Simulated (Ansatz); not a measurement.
**LiTl2SbCl6: complex band structure**

A new crystal, LiTl2SbCl6: structure, gap and complex bands. It is built by putting Sb for Bi, Tl for Rb in the Rb2LiBiCl6 structure of space group Fm-3m, with the volume rescaled by atomic radii. The parent structure comes from the Materials Project.

Main program and level: Ansatz 0.2.0; r2SCAN DFT, plane waves, PAW files, in the first sound run; inputs show where later runs differ.

The structure was built from a prototype and need not be the compound's stable phase.

### Step 1. Starting point

It takes space group Fm-3m (No. 225, cubic). Conventional cell: a = 9.719 Å, b = 9.719 Å, c = 9.719 Å, α = 90.00°, β = 90.00°, γ = 90.00°. Nearest to Tl lie 12 Cl at 3.44 Å. Li has 6 Cl at 2.38 Å nearest. Nearest to Sb lie 6 Cl at 2.48 Å. Cl has 1 Li at 2.38 Å and 1 Sb at 2.48 Å nearest. It derives from Rb2LiBiCl6. Sb for Bi, Tl for Rb in the Rb2LiBiCl6 structure of space group Fm-3m. Farther neighbours and most contacts between anions are not listed.

### Step 2. Cell and atoms at rest

The substituted atoms don't fit the parent's cell, so cell and atoms relax together. A small smearing keeps the run stable in case the gap closes on the way.

The input, input.yaml:

```yaml
crystal:
  lattice:
    - [0.0, 4.8595805193, 4.8595805193]
    - [4.8595805193, 0.0, 4.8595805193]
    - [4.8595805193, 4.8595805193, 0.0]
  atoms:
    - { symbol: Tl, position: [0.75, 0.75, 0.75] }
    - { symbol: Tl, position: [0.25, 0.25, 0.25] }
    - { symbol: Li, position: [0.5, 0.5, 0.5] }
    - { symbol: Sb, position: [0.0, 0.0, 0.0] }
    - { symbol: Cl, position: [0.744542, 0.255458, 0.255458] }
    - { symbol: Cl, position: [0.255458, 0.255458, 0.744542] }
    - { symbol: Cl, position: [0.255458, 0.744542, 0.744542] }
    - { symbol: Cl, position: [0.255458, 0.744542, 0.255458] }
    - { symbol: Cl, position: [0.744542, 0.255458, 0.744542] }
    - { symbol: Cl, position: [0.744542, 0.744542, 0.255458] }
kpoints:
  mp_grid: { grid: [4, 4, 4] }
scf:
  occupations: { method: gaussian, width: 0.03 }
hamiltonian:
  xc: r2scan
output:
  forces: true
  stress: true
relax:
  f_tol: 0.02
  max_steps: 60
  cell: {}
```

Run with:

```
$ ansatz run input.yaml --threads 2 --pin off --max-ram 4096MiB --backend cpu --events-out ev --progress --plain --runs-dir out
```

Numbers of over 12 decimals in the logs are rounded to 6 here.

The program printed:

```text
Engine: ansatz 0.2.0, x86_64-unknown-linux-gnu
Pseudopotentials: kind: paw
Pseudopotential: Tl, paw, valence charge 13, recommended cutoff 500 eV (meta_gga), Tl.paw.azcp
Pseudopotential: Li, paw, valence charge 3, recommended cutoff 500 eV (meta_gga), Li.paw.azcp
Pseudopotential: Sb, paw, valence charge 15, recommended cutoff 500 eV (meta_gga), Sb.paw.azcp
Pseudopotential: Cl, paw, valence charge 7, recommended cutoff 500 eV (meta_gga), Cl.paw.azcp
Functional definition: r2SCAN
  parameter k0 = 0.174
  parameter k1 = 0.065
  parameter a1 = 4.9479
  exchange = r2scan_x(k0 = k0, k1 = k1, a1 = a1)
  correlation = r2scan_c
Crystal: 10 atoms, lattice volume = 229.523 Å³
Basis set: ecut = 500 eV, 5817 PW (Γ), exchange–correlation on 216×216×216 points (64 copies of the dense FFT grid, shifted against one another)
Bands: 53, of which v1, the nominal top of the filled ones, is band 43 counted from 1 (42 counted from 0)
Symmetry: 48 space group operations
Space group: Fm-3m (ITA 225), of the structure as read, at distance tolerance 6.1e-5 Å
k-points: 8 of 64
Non-local potential: Tl, projectors of the file, l = 0: 2, l = 1: 2, l = 2: 2, l = 3: 1
Non-local potential: Li, projectors of the file, l = 0: 3, l = 1: 2, l = 2: 1
Non-local potential: Sb, projectors of the file, l = 0: 2, l = 1: 2, l = 2: 2, l = 3: 2
Non-local potential: Cl, projectors of the file, l = 0: 2, l = 1: 2, l = 2: 2
PAW form: soft (Blöchl's): semilocal exchange-correlation on the pseudo side does not see the compensation charge
PAW frozen core: Tl, regenerated for the run's functional (the file was generated under x = pbe(κ = 0.804, μ = 0.219515), c = pbe(β = 0.066725))
PAW frozen core: Sb, regenerated for the run's functional (the file was generated under x = pbe(κ = 0.804, μ = 0.219515), c = pbe(β = 0.066725))
PAW frozen core: Cl, regenerated for the run's functional (the file was generated under x = pbe(κ = 0.804, μ = 0.219515), c = pbe(β = 0.066725))
PAW one-centre angular grid: Tl, 590 points (default); XC on 160 Gauss nodes
PAW one-centre angular grid: Li, 302 points (default); XC on 327 of its mesh's 2665 points in the sphere
PAW one-centre angular grid: Sb, 590 points (default); XC on 160 Gauss nodes
PAW one-centre angular grid: Cl, 302 points (default); XC on 160 Gauss nodes
Initial density: superposition of atomic densities (neutral atoms: chi_scale 0, normalization atom), corrected by the library's trained network
Initial wavefunctions: pseudopotential atomic-orbital guess
Functional: x = r2scan, c = r2scan; τ floored in thin density (d = 2e-4 eV/Å³)
SCF iter   1: F=—  HF=-36134.347884 eV  |F-HF|=—  |Δ(HF+E_count)|=         —  Δρ=5.89e-3  dr2=5.23e-2  dr2_τ=2.80e-2  ethr=1.77e-3  ⟨swp⟩=9.8  Hψ=2009  notcnv=0  defer=2
preconditioner: auto → Resta (q_TF=auto, 2.317 Å⁻¹)  ε∞=3.9  [insulator: Δε(μ)=2.504 eV  Ē_g=12.444 eV  σ=0.030 eV  W_gap=1.00  n_scr=58 (ndim 8)  ℏωp=21.1 eV  f_vac=0.008  D(μ)=0.00/eV (n_scr^D=0)  ε∞_Penn≈3.9]
SCF iter   2: F=—  HF=-36134.417278 eV  |F-HF|=—  |Δ(HF+E_count)|=   6.94e-2  Δρ=2.63e-3  dr2=8.97e-3  dr2_τ=7.86e-4  ethr=6.08e-5  ⟨swp⟩=3.1  Hψ=931  notcnv=0  defer=8
SCF iter   3: F=—  HF=-36134.416113 eV  |F-HF|=—  |Δ(HF+E_count)|=   1.17e-3  Δρ=7.29e-4  dr2=7.22e-4  dr2_τ=5.10e-5  ethr=1.04e-5  ⟨swp⟩=2.0  Hψ=526  notcnv=0
automatic band count: iteration 3 solves 52 bands in place of 53: the levels show a gap, and the empty bands left out lie too high to hold charge; the band table lists the bands solved (type scf.n_extra_bands for more)
SCF iter   4: F=—  HF=-36134.416232 eV  |F-HF|=—  |Δ(HF+E_count)|=   1.19e-4  Δρ=1.18e-4  dr2=3.43e-5  dr2_τ=3.93e-6  ethr=8.39e-7  ⟨swp⟩=2.0  Hψ=565  notcnv=0
SCF iter   5: F=—  HF=-36134.416172 eV  |F-HF|=—  |Δ(HF+E_count)|=   5.95e-5  Δρ=3.48e-5  dr2=2.33e-6  dr2_τ=1.11e-7  ethr=3.99e-8  ⟨swp⟩=2.0  Hψ=622  notcnv=0
SCF iter   6: F=-36134.416174 eV  HF=-36134.416174 eV  |F-HF|=3.72e-9  |Δ(HF+E_count)|=   1.63e-6  Δρ=6.23e-6  dr2=8.11e-8  dr2_τ=6.05e-9  ethr=1.16e-10  ⟨swp⟩=3.1  Hψ=1849  notcnv=0
SCF 1 converged in 6 iterations: F = -36134.416174 eV  dr2 = 8.11e-8
  greatest PAW one-centre occupation: 0.999 electrons in one spin orbital (limit 2), on the Li atom at site 2 (counted from 0), in its partial waves of l = 0
relax step   1: F+E_penalty+E_count = -36134.41617386 eV  Δ(F+E_penalty+E_count) = +0.000e0 eV  max|allowed force component| = 1.042e0 eV/Å  Δτ_max = 0.0000 Å  P = +8.508 GPa  Ω = 229.523 Å³  (6 SCF iters, dr2 threshold 1.00e-7 eV, accepted)
Crystal: 10 atoms, lattice volume = 263.834 Å³
Basis set: ecut = 500 eV, 6735 PW (Γ), exchange–correlation on 216×216×216 points (64 copies of the dense FFT grid, shifted against one another)
Initial density: handed on by an earlier stage of this run
Initial wavefunctions: those handed on with the density
iter 1 solved again at ethr=3.41e-4 eV; its pass at ethr=3.10e-3 eV (dr2=2.93e-1 eV) is discarded
SCF iter   1: F=—  HF=-36133.566287 eV  |F-HF|=—  |Δ(HF+E_count)|=         —  Δρ=7.00e-3  dr2=2.79e-1  dr2_τ=9.34e-1  ethr=3.41e-4  ⟨swp⟩=1.2  Hψ=2196  notcnv=0
automatic band count: iteration 1 solves 50 bands in place of 53: the levels show a gap, and the empty bands left out lie too high to hold charge; the band table lists the bands solved (type scf.n_extra_bands for more)
preconditioner: auto → Resta (q_TF=auto, 2.263 Å⁻¹)  ε∞=4.2  [insulator: Δε(μ)=3.264 eV  Ē_g=11.057 eV  σ=0.030 eV  W_gap=1.00  n_scr=58 (ndim 8)  ℏωp=19.7 eV  f_vac=0.024  D(μ)=0.00/eV (n_scr^D=0)  ε∞_Penn≈4.2]
SCF iter   2: F=—  HF=-36135.282148 eV  |F-HF|=—  |Δ(HF+E_count)|=    1.72e0  Δρ=3.55e-3  dr2=6.03e-2  dr2_τ=3.76e-3  ethr=3.25e-4  ⟨swp⟩=4.0  Hψ=830  notcnv=0
SCF iter   3: F=—  HF=-36135.268549 eV  |F-HF|=—  |Δ(HF+E_count)|=   1.36e-2  Δρ=1.86e-3  dr2=1.69e-2  dr2_τ=2.88e-4  ethr=7.01e-5  ⟨swp⟩=2.9  Hψ=723  notcnv=0  defer=16
SCF iter   4: F=—  HF=-36135.264685 eV  |F-HF|=—  |Δ(HF+E_count)|=   3.86e-3  Δρ=4.22e-4  dr2=7.01e-4  dr2_τ=5.42e-5  ethr=1.97e-5  ⟨swp⟩=2.1  Hψ=668  notcnv=0  defer=16
SCF iter   5: F=—  HF=-36135.264767 eV  |F-HF|=—  |Δ(HF+E_count)|=   8.23e-5  Δρ=1.35e-4  dr2=4.81e-5  dr2_τ=2.50e-6  ethr=8.15e-7  ⟨swp⟩=2.0  Hψ=606  notcnv=0  defer=16
SCF iter   6: F=—  HF=-36135.264783 eV  |F-HF|=—  |Δ(HF+E_count)|=   1.56e-5  Δρ=1.84e-5  dr2=1.11e-6  dr2_τ=2.08e-7  ethr=5.59e-8  ⟨swp⟩=2.0  Hψ=629  notcnv=0  defer=16
SCF iter   7: F=-36135.264784 eV  HF=-36135.264784 eV  |F-HF|=5.63e-8  |Δ(HF+E_count)|=   5.09e-7  Δρ=6.02e-6  dr2=1.07e-7  dr2_τ=7.33e-9  ethr=1.16e-9  ⟨swp⟩=4.0  Hψ=1416  notcnv=0
SCF 2 converged in 7 iterations: F = -36135.264784 eV  dr2 = 1.07e-7
relax step   2: F+E_penalty+E_count = -36135.26478363 eV  Δ(F+E_penalty+E_count) = -8.486e-1 eV  max|allowed force component| = 6.313e-1 eV/Å  Δτ_max = 0.0657 Å  P = +0.121 GPa  Ω = 263.834 Å³  energy of the carried Pulay correction = -2.524e-3 eV  (7 SCF iters, dr2 threshold 1.00e-6 eV, accepted)
Crystal: 10 atoms, lattice volume = 275.772 Å³
Basis set: ecut = 500 eV, 6879 PW (Γ), exchange–correlation on 216×216×216 points (64 copies of the dense FFT grid, shifted against one another)
iter 1 solved again at ethr=2.54e-5 eV; its pass at ethr=3.10e-3 eV (dr2=2.19e-2 eV) is discarded
SCF iter   1: F=—  HF=-36134.953351 eV  |F-HF|=—  |Δ(HF+E_count)|=         —  Δρ=2.56e-3  dr2=2.29e-2  dr2_τ=5.06e-1  ethr=2.54e-5  ⟨swp⟩=2.1  Hψ=2305  notcnv=0
automatic band count: iteration 1 solves 50 bands in place of 53: the levels show a gap, and the empty bands left out lie too high to hold charge; the band table lists the bands solved (type scf.n_extra_bands for more)
preconditioner: auto → Resta (q_TF=auto, 2.247 Å⁻¹)  ε∞=4.0  [insulator: Δε(μ)=3.168 eV  Ē_g=11.147 eV  σ=0.030 eV  W_gap=1.00  n_scr=58 (ndim 8)  ℏωp=19.2 eV  f_vac=0.023  D(μ)=0.00/eV (n_scr^D=0)  ε∞_Penn≈4.0]
SCF iter   2: F=—  HF=-36135.388177 eV  |F-HF|=—  |Δ(HF+E_count)|=   4.35e-1  Δρ=1.18e-3  dr2=5.65e-3  dr2_τ=2.08e-4  ethr=2.54e-5  ⟨swp⟩=3.0  Hψ=856  notcnv=0
SCF iter   3: F=—  HF=-36135.387356 eV  |F-HF|=—  |Δ(HF+E_count)|=   8.20e-4  Δρ=4.48e-4  dr2=8.65e-4  dr2_τ=7.78e-5  ethr=6.57e-6  ⟨swp⟩=2.1  Hψ=711  notcnv=0  defer=1
SCF iter   4: F=—  HF=-36135.387192 eV  |F-HF|=—  |Δ(HF+E_count)|=   1.64e-4  Δρ=1.50e-4  dr2=9.13e-5  dr2_τ=3.68e-6  ethr=1.01e-6  ⟨swp⟩=2.6  Hψ=702  notcnv=0  defer=1
SCF iter   5: F=—  HF=-36135.387216 eV  |F-HF|=—  |Δ(HF+E_count)|=   2.35e-5  Δρ=3.96e-5  dr2=4.01e-6  dr2_τ=3.55e-7  ethr=1.06e-7  ⟨swp⟩=2.0  Hψ=600  notcnv=0  defer=1
SCF iter   6: F=-36135.387218 eV  HF=-36135.387218 eV  |F-HF|=5.13e-9  |Δ(HF+E_count)|=   2.16e-6  Δρ=7.21e-6  dr2=1.85e-7  dr2_τ=1.17e-8  ethr=1.16e-9  ⟨swp⟩=4.2  Hψ=1450  notcnv=0
SCF 3 converged in 6 iterations: F = -36135.387218 eV  dr2 = 1.85e-7
relax step   3: F+E_penalty+E_count = -36135.38721795 eV  Δ(F+E_penalty+E_count) = -1.224e-1 eV  max|allowed force component| = 8.976e-2 eV/Å  Δτ_max = 0.0777 Å  P = -0.163 GPa  Ω = 275.772 Å³  energy of the carried Pulay correction = -3.323e-3 eV  (6 SCF iters, dr2 threshold 1.00e-6 eV, accepted)
[...]
relax step   4: F+E_penalty+E_count = -36135.39260038 eV  Δ(F+E_penalty+E_count) = -5.382e-3 eV  max|allowed force component| = 1.290e-3 eV/Å  Δτ_max = 0.0115 Å  P = -0.070 GPa  Ω = 273.236 Å³  energy of the carried Pulay correction = -3.156e-3 eV  (6 SCF iters, dr2 threshold 5.04e-7 eV, accepted)
[...]
relax step   5: F+E_penalty+E_count = -36135.39280768 eV  Δ(F+E_penalty+E_count) = -2.073e-4 eV  max|allowed force component| = 6.645e-3 eV/Å  Δτ_max = 0.0010 Å  P = +0.030 GPa  Ω = 272.285 Å³  energy of the carried Pulay correction = -3.093e-3 eV  (6 SCF iters, dr2 threshold 1.22e-8 eV, accepted)
Initial wavefunctions: pseudopotential atomic-orbital guess (no wavefunctions were taken with the density)
iter 1 solved again at ethr=2.55e-7 eV; its pass at ethr=3.10e-3 eV (dr2=2.19e-4 eV) is discarded
SCF iter   1: F=—  HF=-36135.395792 eV  |F-HF|=—  |Δ(HF+E_count)|=         —  Δρ=1.77e-4  dr2=6.63e-6  dr2_τ=3.30e-5  ethr=2.55e-7  ⟨swp⟩=3.5  Hψ=3294  notcnv=0
preconditioner: auto → Resta (q_TF=auto, 2.251 Å⁻¹)  ε∞=3.7  [insulator: Δε(μ)=3.183 eV  Ē_g=11.737 eV  σ=0.030 eV  W_gap=1.00  n_scr=58 (ndim 8)  ℏωp=19.4 eV  f_vac=0.022  D(μ)=0.00/eV (n_scr^D=0)  ε∞_Penn≈3.7]
SCF iter   2: F=—  HF=-36135.396100 eV  |F-HF|=—  |Δ(HF+E_count)|=   3.07e-4  Δρ=9.22e-5  dr2=1.70e-6  dr2_τ=6.95e-6  ethr=7.70e-9  ⟨swp⟩=2.0  Hψ=768  notcnv=0
SCF iter   3: F=—  HF=-36135.396165 eV  |F-HF|=—  |Δ(HF+E_count)|=   6.53e-5  Δρ=8.63e-6  dr2=4.81e-8  dr2_τ=3.65e-8  ethr=1.97e-9  ⟨swp⟩=2.0  Hψ=768  notcnv=0
SCF iter   4: F=—  HF=-36135.396165 eV  |F-HF|=—  |Δ(HF+E_count)|=   2.78e-7  Δρ=9.55e-7  dr2=2.07e-9  dr2_τ=7.17e-10  ethr=5.59e-11  ⟨swp⟩=2.0  Hψ=768  notcnv=0
SCF iter   5: F=—  HF=-36135.396165 eV  |F-HF|=—  |Δ(HF+E_count)|=   2.42e-9  Δρ=3.12e-7  dr2=2.82e-10  dr2_τ=5.10e-11  ethr=2.41e-12  ⟨swp⟩=2.0  Hψ=768  notcnv=0
SCF iter   6: F=-36135.396165 eV  HF=-36135.396165 eV  |F-HF|=7.28e-12  |Δ(HF+E_count)|=  4.87e-10  Δρ=4.51e-8  dr2=1.09e-11  dr2_τ=1.30e-12  ethr=1.00e-12  ⟨swp⟩=5.0  Hψ=1519  notcnv=0
SCF 6 converged in 6 iterations: F = -36135.396165 eV  dr2 = 1.09e-11
relax step   6: F+E_penalty+E_count = -36135.39616508 eV  Δ(F+E_penalty+E_count) = -3.357e-3 eV  max|allowed force component| = 6.646e-3 eV/Å  Δτ_max = 0.0000 Å  P = +0.032 GPa  Ω = 272.285 Å³  stress off target by 3.23e-2 GPa  SCF on the basis re-selected at this cell (its energy is not comparable with the rows above)  (6 SCF iters)
basis re-selected at this cell: Δ(F+E_penalty+E_count) = -3.357e-3 eV, ΔP = +0.003 GPa vs the last step (what re-selecting the basis moved, of the pressure what is left beyond the Pulay correction that the steps carried, after the strain that the cell walked since its last selection, with what the two solves' SCF thresholds leave and, on support functions, any second-order correction that the steps lacked; it is no m [...]
SCF converged after 6 iterations
Free energy (F): -36135.396165 eV
Harris-Foulkes:  -36135.396165 eV  (|F-HF|=7.28e-12)
Internal energy: -36135.396165 eV  (E = F + TS)
E sigma→0 (E₀):  -36135.396165 eV
Fermi energy:    5.261133 eV
--- Per-component energies (eV) ---
  E_band       = -591.685311
  E_kinetic    = 1853.782025
  E_local      = -5739.377338  (includes V_loc(G=0)·N_el)
  E_nonlocal   = 1133.849737
  E_hartree    = 2181.252911
  E_xc         = -1200.359165
  E_vxc        = -1239.901121  (∫ρ·V_xc dr)
  E_paw        = -28996.906690  (= ΣΔE_a)
  E_vpaw       = -1037.567955  (= ΣTr[D̂ρ^β])
  E_aug_tail   = 0.000139  (compensation charges beyond the density's cutoff)
  E_vtau       = 75.023352  (kinetic-family band-sum trace: ∫τ·v_τ [+ j·A + Jᵃ·Aᵃ] dr)
  E_ewald      = -5369.404902
  E_core_change = 1.767118  (= ΣΔE_core)
  E_smearing   = -0.000000  (= −TS)
  E_closure    = 0.000000  (closes the sum)
  Σ components = -36135.396165   (vs F -36135.396165, Δ=0.00e0)
--- Forces (eV/Å), atoms counted from 1 ---
  atom   1  Tl     0.00000000     0.00000000    -0.00000000
  atom   2  Tl    -0.00000000    -0.00000000    -0.00000000
  atom   3  Li     0.00000000    -0.00000000     0.00000000
  atom   4  Sb     0.00000000     0.00000000     0.00000000
  atom   5  Cl     0.00664608     0.00000000     0.00000000
  atom   6  Cl     0.00000000     0.00000000     0.00664608
  atom   7  Cl    -0.00664608    -0.00000000    -0.00000000
  atom   8  Cl     0.00000000     0.00664608     0.00000000
  atom   9  Cl    -0.00000000    -0.00664608    -0.00000000
  atom  10  Cl     0.00000000     0.00000000    -0.00664608
  max |Σ_I F_I| component: 1.16e-17 eV/Å
--- Stress (GPa, compression-positive) ---
        0.032346       0.000000       0.000000
        0.000000       0.032346      -0.000000
        0.000000      -0.000000       0.032346
  P = ⅓ Tr σ = 0.0323 GPa (0.323 kbar)
--- Relaxed structure (5 steps of the walk, 5 accepted, 1 SCFs on fresh bases) ---
  F+E_penalty+E_count = -36135.39616508 eV   max|allowed force component| = 6.646e-3 eV/Å   (the final SCF, on the basis selected at the relaxed cell)
  cell:  # Å, volume = 272.2846 Å³
    - [0, 5.144356, 5.144356]
    - [5.144356, 0, 5.144356]
    - [5.144356, 5.144356, 0]
  atoms:
    - { symbol: Tl, position: [0.75, 0.75, 0.75] }
    - { symbol: Tl, position: [0.25, 0.25, 0.25] }
    - { symbol: Li, position: [0.5, 0.5, 0.5] }
    - { symbol: Sb, position: [1.9276369087972448e-18, 2.4987885854779124e-19, -2.1418187875524982e-19] }
    - { symbol: Cl, position: [0.744488, 0.255512, 0.255512] }
    - { symbol: Cl, position: [0.255512, 0.255512, 0.744488] }
    - { symbol: Cl, position: [0.255512, 0.744488, 0.744488] }
    - { symbol: Cl, position: [0.255512, 0.744488, 0.255512] }
    - { symbol: Cl, position: [0.744488, 0.255512, 0.744488] }
    - { symbol: Cl, position: [0.744488, 0.744488, 0.255512] }
```

Elapsed: 21 s, on 2 threads of AMD EPYC 9R45, shared host; peak memory 1.4 GiB.

Relaxation path:

```csv
step,energy less that of the first step (eV),largest force component (eV/Å),pressure (GPa),volume (Å³)
1,0.0000,1.0423,8.51,229.52
2,-0.8486,0.6313,0.12,263.83
3,-0.9710,0.0898,-0.16,275.77
4,-0.9764,0.0013,-0.07,273.24
5,-0.9766,0.0066,0.03,272.28
6*,-0.9800,0.0066,0.03,272.28
```

Relaxation steps marked * repeat the geometry before them on a plane-wave basis chosen anew for their cell, so energy and pressure can jump there.

Forces are held to the 48 operations that the run works with; a distortion that breaks them can't arise in this run.

```csv
"conventional cell, symmetrised",before,after,change
a (Å),9.719,10.289,+5.9 %
b (Å),9.719,10.289,+5.9 %
c (Å),9.719,10.289,+5.9 %
volume (Å³/atom),22.95,27.23,+18.6 %
```

The relaxed structure:

```cif
data_structure
_symmetry_space_group_name_H-M 'P 1'
_symmetry_Int_Tables_number 1
_cell_length_a 7.2752
_cell_length_b 7.2752
_cell_length_c 7.2752
_cell_angle_alpha 60.000
_cell_angle_beta 60.000
_cell_angle_gamma 60.000
_cell_volume 272.28
loop_
_atom_site_label
_atom_site_type_symbol
_atom_site_fract_x
_atom_site_fract_y
_atom_site_fract_z
_atom_site_occupancy
Tl1 Tl 0.75000 0.75000 0.75000 1
Tl2 Tl 0.25000 0.25000 0.25000 1
Li3 Li 0.50000 0.50000 0.50000 1
Sb4 Sb 0.00000 0.00000 0.00000 1
Cl5 Cl 0.74449 0.25551 0.25551 1
Cl6 Cl 0.25551 0.25551 0.74449 1
Cl7 Cl 0.25551 0.74449 0.74449 1
Cl8 Cl 0.25551 0.74449 0.25551 1
Cl9 Cl 0.74449 0.25551 0.74449 1
Cl10 Cl 0.74449 0.74449 0.25551 1
```

Numbers from this step:

| Quantity | Value |
| --- | --- |
| free energy | -36135.3962 eV |
| Fermi energy | 5.261 eV |
| pressure | 0.03235 GPa |

The largest force component on a free atom ends at 0.0066 eV/Å.

[end of part 1 of 3]

[Logs are printed without paths, hosts, clocks, repeated set-up lines and the standing remarks that a program may print on its own settings, such as how far it seeks lower states.]

[Hosts, paths, dates, database ids (printed as entryN), source tags and the programs' standing remarks are cut or masked in the printed files.]
